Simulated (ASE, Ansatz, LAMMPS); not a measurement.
## Convergence of a linear-scaling basis for (10,10) carbon nanotube bundle (120 atoms)

Wanted: errors and times of a linear-scaling basis for (10,10) carbon nanotube bundle (120 atoms). A setting counts as converged where the r.m.s. difference of forces stays under 1 % of the r.m.s. force.

Main program and level: Ansatz 0.2.0; Kohn-Sham DFT, PBE+D4, PAW (set soft_2), plane waves.

## Step 1: The starting structure

The cell holds 120 atoms: 120 C. Cell: a = 16.863 Å, b = 16.863 Å, c = 7.380 Å, α = 90.0°, β = 90.0°, γ = 120.0°. It derives from C (graphene). Graphene sheet (a = 2.46 Å) rolled into a (10,10) tube of diameter 13.56 Å, 3 periods, hexagonal bundle with 3.3 Å between walls; not relaxed, displaced by a Gaussian of 0.02 Å.

## Step 2: Plane-wave single point

This run is the reference for what follows, at a cutoff of 420 eV.

The input, input.yaml:

```yaml
crystal:
  lattice:
    - [16.86269, 0.0, 0.0]
    - [-8.43135, 14.60352, 0.0]
    - [0.0, 0.0, 7.38]
  atoms:
    - { symbol: C, position: [0.42334, 0.04691, 0.16889] }
    - { symbol: C, position: [0.44255, 0.09719, 0.99946] }
    - { symbol: C, position: [0.45992, 0.18807, 0.00272] }
    - { symbol: C, position: [0.46497, 0.23109, 0.16428] }
    - { symbol: C, position: [0.4549, 0.31125, 0.16892] }
    - { symbol: C, position: [0.44035, 0.34439, 0.3337] }
    - { symbol: C, position: [0.40023, 0.40078, 0.00089] }
    - { symbol: C, position: [0.37404, 0.42209, 0.1667] }
    - { symbol: C, position: [0.30945, 0.45308, 0.16788] }
    - { symbol: C, position: [0.27308, 0.46197, 0.33411] }
    - { symbol: C, position: [0.18837, 0.46201, 0.00052] }
    - { symbol: C, position: [0.14328, 0.45541, 0.17059] }
    - { symbol: C, position: [0.04943, 0.42522, 0.16734] }
    - { symbol: C, position: [0.99911, 0.40118, 0.33277] }
    - { symbol: C, position: [0.90358, 0.34518, 0.33494] }
    - { symbol: C, position: [0.85606, 0.31089, 0.17078] }
    - { symbol: C, position: [0.76945, 0.23447, 0.16556] }
    - { symbol: C, position: [0.72509, 0.18838, 0.33048] }
    - { symbol: C, position: [0.65464, 0.09624, 0.3316] }
    - { symbol: C, position: [0.6238, 0.0511, 0.16305] }
    - { symbol: C, position: [0.57638, 0.95365, 0.16201] }
    - { symbol: C, position: [0.55743, 0.90187, 0.99748] }
    - { symbol: C, position: [0.53858, 0.81174, 0.33788] }
    - { symbol: C, position: [0.53574, 0.76764, 0.16743] }
    - { symbol: C, position: [0.54729, 0.69006, 0.16804] }
    - { symbol: C, position: [0.55786, 0.65449, 0.33117] }
    - { symbol: C, position: [0.59624, 0.59724, 0.33088] }
    - { symbol: C, position: [0.62461, 0.57626, 0.17111] }
    - { symbol: C, position: [0.68762, 0.54316, 0.16635] }
    - { symbol: C, position: [0.72575, 0.53777, 0.33264] }
    - { symbol: C, position: [0.80983, 0.53934, 0.33342] }
    - { symbol: C, position: [0.85851, 0.54554, 0.16644] }
    - { symbol: C, position: [0.95163, 0.57639, 0.17052] }
    - { symbol: C, position: [0.99814, 0.59668, 0.3355] }
    - { symbol: C, position: [0.09807, 0.65662, 0.33216] }
    - { symbol: C, position: [0.14298, 0.68995, 0.16232] }
    - { symbol: C, position: [0.2311, 0.76756, 0.17088] }
    - { symbol: C, position: [0.27419, 0.81064, 0.33845] }
    - { symbol: C, position: [0.34428, 0.90244, 0.00296] }
    - { symbol: C, position: [0.37561, 0.94871, 0.16417] }
    - { symbol: C, position: [0.4235, 0.04807, 0.50364] }
    - { symbol: C, position: [0.44314, 0.09849, 0.33099] }
    - { symbol: C, position: [0.46162, 0.18773, 0.33127] }
    - { symbol: C, position: [0.46621, 0.23415, 0.49541] }
    - { symbol: C, position: [0.45244, 0.30869, 0.4988] }
    - { symbol: C, position: [0.44091, 0.34494, 0.66507] }
    - { symbol: C, position: [0.40333, 0.40331, 0.33334] }
    - { symbol: C, position: [0.37554, 0.42554, 0.49965] }
    - { symbol: C, position: [0.3074, 0.45309, 0.50558] }
    - { symbol: C, position: [0.27249, 0.46184, 0.66424] }
    - { symbol: C, position: [0.1893, 0.4616, 0.33074] }
    - { symbol: C, position: [0.14438, 0.45434, 0.4974] }
    - { symbol: C, position: [0.04987, 0.42486, 0.49799] }
    - { symbol: C, position: [0.00087, 0.40202, 0.6619] }
    - { symbol: C, position: [0.90245, 0.34427, 0.66528] }
    - { symbol: C, position: [0.85444, 0.31109, 0.50004] }
    - { symbol: C, position: [0.76808, 0.23136, 0.50214] }
    - { symbol: C, position: [0.72754, 0.18648, 0.6604] }
    - { symbol: C, position: [0.65352, 0.09531, 0.66867] }
    - { symbol: C, position: [0.62353, 0.04896, 0.49713] }
    - { symbol: C, position: [0.57662, 0.95172, 0.50592] }
    - { symbol: C, position: [0.55771, 0.90153, 0.33632] }
    - { symbol: C, position: [0.53783, 0.81293, 0.66504] }
    - { symbol: C, position: [0.53498, 0.76695, 0.49873] }
    - { symbol: C, position: [0.54486, 0.68924, 0.49659] }
    - { symbol: C, position: [0.55881, 0.65622, 0.66596] }
    - { symbol: C, position: [0.59821, 0.59824, 0.66912] }
    - { symbol: C, position: [0.62551, 0.57547, 0.49686] }
    - { symbol: C, position: [0.68796, 0.54368, 0.50125] }
    - { symbol: C, position: [0.72613, 0.53795, 0.66601] }
    - { symbol: C, position: [0.81241, 0.53964, 0.66469] }
    - { symbol: C, position: [0.85644, 0.54536, 0.50348] }
    - { symbol: C, position: [0.94948, 0.57546, 0.50483] }
    - { symbol: C, position: [7.0e-05, 0.5978, 0.66376] }
    - { symbol: C, position: [0.09604, 0.65353, 0.66933] }
    - { symbol: C, position: [0.14296, 0.68855, 0.50144] }
    - { symbol: C, position: [0.23118, 0.76805, 0.50162] }
    - { symbol: C, position: [0.27147, 0.81136, 0.66387] }
    [... 36 atom lines left out ...]
    - { symbol: C, position: [0.09758, 0.65402, 0.00505] }
    - { symbol: C, position: [0.14345, 0.68647, 0.82899] }
    - { symbol: C, position: [0.23267, 0.76729, 0.82807] }
    - { symbol: C, position: [0.27337, 0.81324, 0.00238] }
    - { symbol: C, position: [0.3445, 0.90391, 0.66594] }
    - { symbol: C, position: [0.3744, 0.95107, 0.83474] }
kpoints:
  mp_grid: { grid: [1, 1, 2] }
hamiltonian:
  xc: pbe
  dispersion: d4
scf:
  occupations: { method: gaussian, width: 0.025 }
output:
  forces: true
  stress: true
  populations: true
  dos:
    method: { smearing: { sigma: 0.15 } }
    de: 0.1
    projected: { site_lists: { C: [C] } }
  eigenvalues: true
  write_density: true
  write_potential: true
  volumetric_format: npy
```

Run with:

```sh
> ansatz run input.yaml --threads 8 --pin off --max-ram 15872MiB --backend cpu --events-out ev --progress --plain --runs-dir out
```

Numbers of over 12 decimals in the logs are rounded to 6 here.

What it wrote:

```text
Engine: ansatz 0.2.0, aarch64-unknown-linux-gnu
Pseudopotentials: kind: paw
Pseudopotential: C, paw, valence charge 4, recommended cutoff 420 eV (normal), C.paw.azcp
[... 5 lines on functional and potentials left out ...]
Crystal: 120 atoms, lattice volume = 1817.359 Å³
Basis set: ecut = 420 eV, 35701 PW (Γ), exchange–correlation on 240×240×100 points (8 copies of the dense FFT grid, shifted against one another)
Bands: 360, of which v1, the nominal top of the filled ones, is band 240 counted from 1 (239 counted from 0)
Symmetry: 1 space group operations
Space group: P1 (ITA 1), of the structure as read, at distance tolerance 1.2e-4 Å
k-points: 2
[... 3 lines on functional and potentials left out ...]
Initial density: superposition of atomic densities (neutral atoms: chi_scale 0, normalization atom), corrected by the library's trained network
Initial wavefunctions: pseudopotential atomic-orbital guess
Functional: x = pbe(κ = 0.804, μ = 0.219515), c = pbe(β = 0.066725)
SCF iter   1: F=—  HF=-30119.434094 eV  |F-HF|=—  |Δ(HF+E_count)|=         —  Δρ=3.79e-3  dr2=5.93e-1  ethr=1.77e-3  ⟨swp⟩=7.5  Hψ=3662  notcnv=0  defer=193
preconditioner: auto → Resta (q_TF=auto, 2.185 Å⁻¹)  ε∞=2.6  [insulator: Δε(μ)=0.250 eV  Ē_g=15.192 eV  σ=0.025 eV  W_gap=1.00  n_scr=334 (ndim 8)  ℏωp=19.1 eV  f_vac=0.404  D(μ)=0.00/eV (n_scr^D=0)  ε∞_Penn≈2.6  vacuum switching on, ρ_ref=1.7e-2 e/Å³]
SCF iter   2: F=—  HF=-30119.335475 eV  |F-HF|=—  |Δ(HF+E_count)|=   9.86e-2  Δρ=1.69e-3  dr2=9.03e-2  ethr=1.24e-4  ⟨swp⟩=3.0  Hψ=1203  notcnv=0  defer=228
SCF iter   3: F=—  HF=-30119.342670 eV  |F-HF|=—  |Δ(HF+E_count)|=   7.19e-3  Δρ=9.70e-4  dr2=9.42e-2  ethr=1.88e-5  ⟨swp⟩=2.0  Hψ=774  notcnv=0  defer=228
SCF iter   4: F=—  HF=-30119.335821 eV  |F-HF|=—  |Δ(HF+E_count)|=   6.85e-3  Δρ=4.93e-4  dr2=1.04e-2  ethr=1.88e-5  ⟨swp⟩=2.0  Hψ=592  notcnv=0  defer=228
SCF iter   5: F=—  HF=-30119.338155 eV  |F-HF|=—  |Δ(HF+E_count)|=   2.33e-3  Δρ=1.98e-4  dr2=7.82e-4  ethr=2.17e-6  ⟨swp⟩=2.0  Hψ=927  notcnv=0  defer=228
SCF iter   6: F=—  HF=-30119.339166 eV  |F-HF|=—  |Δ(HF+E_count)|=   1.01e-3  Δρ=6.69e-5  dr2=3.02e-4  ethr=1.63e-7  ⟨swp⟩=2.5  Hψ=892  notcnv=0  defer=228
SCF iter   7: F=—  HF=-30119.339132 eV  |F-HF|=—  |Δ(HF+E_count)|=   3.46e-5  Δρ=4.14e-5  dr2=1.05e-4  ethr=6.29e-8  ⟨swp⟩=2.0  Hψ=681  notcnv=0  defer=228
SCF iter   8: F=—  HF=-30119.339163 eV  |F-HF|=—  |Δ(HF+E_count)|=   3.09e-5  Δρ=2.03e-5  dr2=1.37e-5  ethr=2.18e-8  ⟨swp⟩=2.0  Hψ=553  notcnv=0  defer=228
SCF iter   9: F=—  HF=-30119.336461 eV  |F-HF|=—  |Δ(HF+E_count)|=   2.70e-3  Δρ=6.40e-6  dr2=8.92e-7  ethr=2.86e-9  ⟨swp⟩=2.5  Hψ=1072  notcnv=0  defer=228
SCF iter  10: F=—  HF=-30119.336462 eV  |F-HF|=—  |Δ(HF+E_count)|=   1.32e-6  Δρ=2.61e-6  dr2=1.24e-7  ethr=1.86e-10  ⟨swp⟩=2.5  Hψ=965  notcnv=0  defer=228
SCF iter  11: F=-30119.336462 eV  HF=-30119.336462 eV  |F-HF|=1.45e-8  |Δ(HF+E_count)|=   2.04e-7  Δρ=1.26e-6  dr2=3.37e-8  ethr=2.08e-11  ⟨swp⟩=42.5  Hψ=8490  notcnv=0
SCF 1 converged in 11 iterations: F = -30119.336462 eV  dr2 = 3.37e-8
  greatest PAW one-centre occupation: 0.686 electrons in one spin orbital (limit 2), on the C atom at site 101 (counted from 0), in its partial waves of l = 0
WARN: The output density's exchange-correlation potential varies sharply where the density is thin. Do not read a vacuum level from v_tot or v_xc, or from such a field of the output density. On a cell that repeats whose density bears no net charge and no dipole along the vacuum's axis use v_es (v_loc + v_h of the components); [...]
SCF converged after 11 iterations
Free energy (F): -30119.336462 eV
Harris-Foulkes:  -30119.336462 eV  (|F-HF|=1.45e-8)
Internal energy: -30119.336462 eV  (E = F + TS)
E sigma→0 (E₀):  -30119.336462 eV
Fermi energy:    2.351005 eV
--- Per-component energies (eV) ---
  E_band       = -3275.849312
  E_kinetic    = 10943.135291
  E_local      = -73066.107693  (includes V_loc(G=0)·N_el)
  E_nonlocal   = 3287.021635
  E_hartree    = 31760.051061
  E_xc         = -5766.387938
  E_vxc        = -7139.207423  (∫ρ·V_xc dr)
  E_paw        = -11924.875976  (= ΣΔE_a)
  E_vpaw       = -820.771793  (= ΣTr[D̂ρ^β])
  E_aug_tail   = 0.000979  (compensation charges beyond the density's cutoff)
  E_ewald      = 14663.636797
  E_disp       = -15.810620  (pairwise vdW)
  E_smearing   = -0.000000  (= −TS)
  E_closure    = 0.000000  (closes the sum)
  Σ components = -30119.336462   (vs F -30119.336462, Δ=0.00e0)
--- Forces (eV/Å), atoms counted from 1 ---
  atom   1  C      0.24127740     0.34172966    -1.07740517
  atom   2  C     -0.23947877     0.08077255     2.51391115
  atom   3  C      0.63561702    -0.04187086    -1.94961243
  atom   4  C     -1.06086778     1.47558924     1.37221573
  atom   5  C      0.20310122    -0.47073080    -1.45171511
  atom   6  C      0.25615172     0.21081943    -0.08770212
  atom   7  C      1.16335255    -0.44136879     0.51931846
  atom   8  C     -0.39586567     0.50733053     0.47335866
  atom   9  C      1.08334795     0.09015168    -0.16383351
  atom  10  C     -0.50333667    -0.13872518     0.03979924
  atom  11  C      1.26530924     0.16655779     0.28602719
  atom  12  C      0.38255869    -0.05144394    -2.31755873
  atom  13  C     -1.45696970    -0.85595688    -0.72899055
  atom  14  C      0.76725443     0.72654542    -0.11163320
[...]
atom 119  C     -0.01650135     0.27577861     0.39540975
  atom 120  C      0.28991627     1.11447937    -0.08081201
  max |Σ_I F_I| component: 3.39e-5 eV/Å
--- Stress (GPa, compression-positive) ---
        0.954877       0.189015      -0.009232
        0.189016       0.892071       0.208935
       -0.009232       0.208935       2.123849
  P = ⅓ Tr σ = 1.3236 GPa (13.236 kbar)
--- Band table (eV) ---
  k-point 0: bands = ["-17.3335", "-17.2309", "-17.2012", "-17.0875", [... 344 levels ...], "10.4419", "10.4868", "10.5368", "10.5873", "10.6373", "10.6495", "10.6639", "10.6782", "10.7046", "10.7227", "10.7631", "10.7952"]
  k-point 1: bands = ["-16.8666", "-16.8275", "-16.7603", "-16.7457", [... 344 levels ...], "10.8874", "11.0564", "11.2823", "11.2927", "11.3603", "11.4233", "11.4374", "11.5063", "11.5378", "11.5565", "11.5795", "11.6000"]
--- Löwdin populations: 120 sites ---
  site symbol       q [e]
     0      C      3.9592
     1      C      3.9596
     2      C      3.9578
[...]
119      C      3.9607
  spilling = 0.010139 (of n_electrons = 480.000000)
```

It took 75 s on 8 threads of Arm Neoverse N1, shared host; peak memory 6.2 GiB.

The program notes that the exchange-correlation potential is rough where the density is thin.

Read from the output:

```
free energy                : -30119.3365 eV
free energy per atom       : -250.9945 eV/atom
SCF cycles                 : 11
pressure                   : 1.324 GPa
r.m.s. force component     : 1.232 eV/Å
longest force              : 4.992 eV/Å
Fermi energy               : 2.351 eV
spilling of the projection : 0.01014
```

Length of the force by element:

| element | coordination | atoms | mean length of the force (eV/Å) | spread | least | most |
| --- | --- | --- | --- | --- | --- | --- |
| C | all | 120 | 1.91 | 0.958 | 0.343 | 4.99 |

The mean of these charges, 0.041 e, is only the charge that the projection spills.

Löwdin charges by element (they lack the spilled electrons, 0.041 e an atom on average):

| element | coordination | atoms | mean charge (e) | spread | least | most |
| --- | --- | --- | --- | --- | --- | --- |
| C | all | 120 | 0.0406 | 0.003 | 0.0333 | 0.0479 |

States in the cell by windows of 1 eV, zero at the Fermi level; the larger projections on atomic orbitals stand beside the total:

| from (eV) | to (eV) | total | C p | C s |
| --- | --- | --- | --- | --- |
| -14 | -13 | 12.2 | 7.3 | 4.7 |
| -13 | -12 | 22.2 | 14.2 | 7.7 |
| -12 | -11 | 21.2 | 14.4 | 6.6 |
| -11 | -10 | 21.8 | 16.7 | 4.8 |
| -10 | -9 | 14.1 | 11.3 | 2.7 |
| -9 | -8 | 32.0 | 27.2 | 4.5 |
| -8 | -7 | 41.7 | 37.8 | 3.3 |
| -7 | -6 | 48.9 | 46.6 | 1.7 |
| -6 | -5 | 44.5 | 42.8 | 1.3 |
| -5 | -4 | 35.0 | 34.2 | 0.7 |
| -4 | -3 | 27.6 | 27.3 | 0.2 |
| -3 | -2 | 33.1 | 32.9 | 0.1 |
| -2 | -1 | 8.6 | 8.6 | 0.0 |
| -1 | 0 | 5.7 | 5.7 | 0.0 |
| 0 | 1 | 5.5 | 5.4 | 0.0 |
| 1 | 2 | 18.6 | 17.9 | 0.1 |
| 2 | 3 | 24.9 | 23.5 | 0.1 |
| 3 | 4 | 16.6 | 10.4 | 0.1 |
| 4 | 5 | 26.3 | 12.1 | 0.4 |

Between -20 and -14 eV lie 112 more states.

The levels nearest the highest filled one (over half full), pooled over k-points and spins:

| level less the highest filled one (eV) | occupation |
| --- | --- |
| -0.781 | 2 |
| -0.750 | 2 |
| -0.445 | 2 |
| -0.407 | 2 |
| -0.0476 | 2 |
| 0 | 2 |
| 0.247 | 0 |
| 0.292 | 0 |
| 0.922 | 0 |
| 0.948 | 0 |
| 1.03 | 0 |
| 1.06 | 0 |

Valence density in the cb plane at fractional x = 0.454, with atoms of C within 0.2 Å of it. It is the smooth field of the valence electrons, not physical close to the nuclei.

Values in e/Å³, 13 rows by 16 columns, each cell a mean:
```
0.0 0.1 0.1 0.1 0.1 0.0 0.1 0.1 0.1 0.1 0.0 0.0 0.1 0.1 0.1 0.0
0.0 0.0 0.0 0.0 0.0 0.0 0.0 0.0 0.0 0.0 0.0 0.0 0.0 0.0 0.0 0.0
0.1 0.1 0.0 0.0 0.1 0.1 0.1 0.0 0.0 0.1 0.1 0.1 0.0 0.0 0.0 0.1
0.1 0.1 0.1 0.1 0.1 0.1 0.1 0.1 0.1 0.1 0.1 0.1 0.1 0.1 0.1 0.1
0.0 0.0 0.1 0.1 0.0 0.0 0.0 0.1 0.1 0.0 0.0 0.0 0.1 0.1 0.1 0.0
0.0 0.0 0.0 0.0 0.0 0.0 0.0 0.0 0.0 0.0 0.0 0.0 0.0 0.0 0.0 0.0
0.1 0.1 0.1 0.1 0.1 0.1 0.1 0.1 0.1 0.1 0.1 0.1 0.1 0.1 0.1 0.1
0.7 0.4 0.2 0.2 0.5 0.8 0.5 0.2 0.2 0.4 0.7 0.6 0.3 0.1 0.3 0.6
1.5 1.4 1.3 1.3 1.5 1.5 1.5 1.3 1.2 1.4 1.5 1.5 1.4 1.2 1.3 1.4
0.4 0.9 1.7 1.5 0.7 0.4 0.7 1.6 1.8 0.9 0.4 0.5 1.2 1.8 1.2 0.5
1.8 1.5 1.1 1.1 1.5 1.8 1.5 1.1 1.0 1.3 1.7 1.6 1.2 1.0 1.2 1.6
1.7 1.1 0.6 0.7 1.3 1.8 1.3 0.7 0.6 1.0 1.6 1.5 0.9 0.7 1.0 1.6
0.3 0.5 0.8 0.7 0.5 0.3 0.4 0.7 0.8 0.6 0.4 0.4 0.6 0.8 0.7 0.4
```
Columns run along c (7.4 Å), rows up along b (16.9 Å). Atoms in or near the plane, at fractional coordinates: C at (0.00, 0.10), C at (0.00, 0.19), C at (0.16, 0.23), C at (0.17, 0.31), C at (0.33, 0.34), C at (0.33, 0.10), C at (0.33, 0.19), C at (0.50, 0.23), C at (0.50, 0.31), C at (0.67, 0.34), C at (0.67, 0.10), C at (0.66, 0.19), C at (0.83, 0.23), C at (0.83, 0.31) and more.

Electrostatic potential energy in the cb plane at fractional x = 0.454, with atoms of C within 0.2 Å of it. With pseudopotentials it is smooth inside the atoms' cores, unlike the true potential.

Ten even steps from '_' (-59 eV) to '@' (6 eV), each cell a mean:
```
@@@@@@@@@@@@@@@@@@@@@@@@@@@@@@@@@@@@@@@@@@
@@@@@@@@@@@@@@@@@@@@@@@@@@@@@@@@@@@@@@@@@@
@@@@@@@@@@@@@@@@@@@@@@@@@@@@@@@@@@@@@@@@@@
@@@@@@@@@@@@@@@@@@@@@@@@@@@@@@@@@@@@@@@@@@
@@@@@@@@@@@@@@@@@@@@@@@@@@@@@@@@@@@@@@@@@@
@@@@@@@@@@@@@@@@@@@@@@@@@@@@@@@@@@@@@@@@@@
@@@@@@@@@@@@@@@@@@@@@@@@@@@@@@@@@@@@@@@@@@
@@@@@@@@@@@@@@@@@@@@@@@@@@@@@@@@@@@@@@@@@@
@@@@@@@@@@@@@@@@@@@@@@@@@@@@@@@@@@@@@@@@@@
@@@@@@@@@@@@@@@@@@@@@@@@@@@@@@@@@@@@@@@@@@
@@@@@@@@@@@@@@@@@@@@@@@@@@@@@@@@@@@@@@@@@@
@@@@@@@@@@@@@@@@@@@@@@@@@@@@@@@@@@@@@@@@@@
@@@@@@@@@@@@@@@@@@@@@@@@@@@@@@@@@@@@@@@@@@
%%@@@@@@@@@@%%%%%%@@@@@@@@%%%%%%@@@@@@@@%%
**##@@@@@@%%##**##@@@@@@%%****##@@@@@@%%**
__--**++****..__--**++****..__--**++****..
####==____++######--____**######::__..**##
@@%%##==++%%@@@@%%**==++%%@@@@%%**==++%%@@
++**--__..********--__..****++**--__..****
__--######**..__--######**..__--######**..
==**%%@@@@##++--**%%@@@@%%++==**%%@@@@%%++
__--######**..__==######**..__--##**##**..
##%%**====##%%##%%##====######%%##--==####
@@@@@@%%%%@@@@@@@@@@%%%%@@@@@@@@@@%%%%@@@@
```
Columns run along c (7.4 Å; values clipped at the 3rd and 97th percentile), rows up along b (16.9 Å). Atoms in or near the plane, at fractional coordinates: C at (0.00, 0.10), C at (0.00, 0.19), C at (0.16, 0.23), C at (0.17, 0.31), C at (0.33, 0.34), C at (0.33, 0.10), C at (0.33, 0.19), C at (0.50, 0.23), C at (0.50, 0.31), C at (0.67, 0.34), C at (0.67, 0.10), C at (0.66, 0.19), C at (0.83, 0.23), C at (0.83, 0.31) and more.

Löwdin charges run from +0.03 to +0.05 e, about a mean that is the spilled charge alone. Within 0.4 eV of the Fermi level the largest share is C p (100 % of the projected weight).

(Part 1 of 2 ends here.)

[Logs are printed without paths, hosts, clocks, repeated set-up lines and the standing remarks that a program may print on its own settings, such as how far it seeks lower states.]

[Hosts, paths, dates, database ids (printed as entryN), source tags and the programs' standing remarks are cut or masked in the printed files.]
